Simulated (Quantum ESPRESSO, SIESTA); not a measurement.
# Birch–Murnaghan line for bcc Mo, SIESTA DZP, PBEsol

Calculated with SIESTA 5.4.2: PBEsol; DZP orbitals, shift 0.01 Ry, mesh 400 Ry; k-mesh 14×14×14. The volume is changed in steps from typed lattice constants. V0 = 15.289 Å³ an atom is where a Birch–Murnaghan fit to this level's pressures, the withheld one apart, crosses zero; rows within 2.5 % of V0 are left out, since F is ill-conditioned there. The typed cell is scaled evenly, with no relaxation, and each row is a single point.

| volume (Å³/atom) | pressure (GPa) |
| --- | --- |
| 14.515 | ? |
| 14.831 | 9.495 |
| 15.777 | -8.687 |
| 16.093 | -13.48 |
| 16.408 | -17.9 |
| 16.724 | -21.75 |
| 17.04 | -25.27 |

**Question.** Fit the third-order Birch–Murnaghan equation to the rows given and extrapolate to the withheld row.

Worked fit:

Take the Eulerian strain f = ½[(V0/V)^(2/3) − 1] and the normalised pressure F = P / [3f(1 + 2f)^(5/2)]. The third-order Birch–Murnaghan equation is then the line F = B0 + (3/2)B0(B′ − 4) f, so u = f and v = F.

```
     u = f  v = F (GPa)
 0.0102415      293.762
-0.0103643      294.410
-0.0167950      291.396
-0.0229994      291.839
-0.0290271      290.048
-0.0348679      289.429
```

With n = 6: mean u = -0.0173020, mean v = 291.814, Σ(u − ū)² = 0.0012855, Σ(u − ū)(v − v̄) = 0.13391. Slope b = 0.13391 / 0.0012855 = 104.17; intercept a = v̄ − b ū = 293.62.

So B0 = 293.6 GPa and B′ = 4 + 2b/(3a) = 4.24. At the withheld volume f = 0.01762, F = 295.5 GPa, and P = 3f(1 + 2f)^(5/2) F.

Prediction at 14.515: 17.03 GPa. The run gave 16.93 GPa, so the fit is high by 0.10 GPa (0.59 % of the value).

A fit to this level's energies over the whole scan gives V0 = 15.283 Å³, B0 = 294.0 GPa and B′ = 4.48. Among the rows given, the largest miss of the fit is at 15.777, by 0.055 GPa (0.13 % of the range of the table).

Limits: The nuclei are static. The DFT runs use Fermi–Dirac occupations of width 0.1 eV, and energies are free energies.

[Logs are printed without paths, hosts, clocks, repeated set-up lines and the standing remarks that a program may print on its own settings, such as how far it seeks lower states.]

[Hosts, paths, dates, database ids (printed as entryN), source tags and the programs' standing remarks are cut or masked in the printed files.]
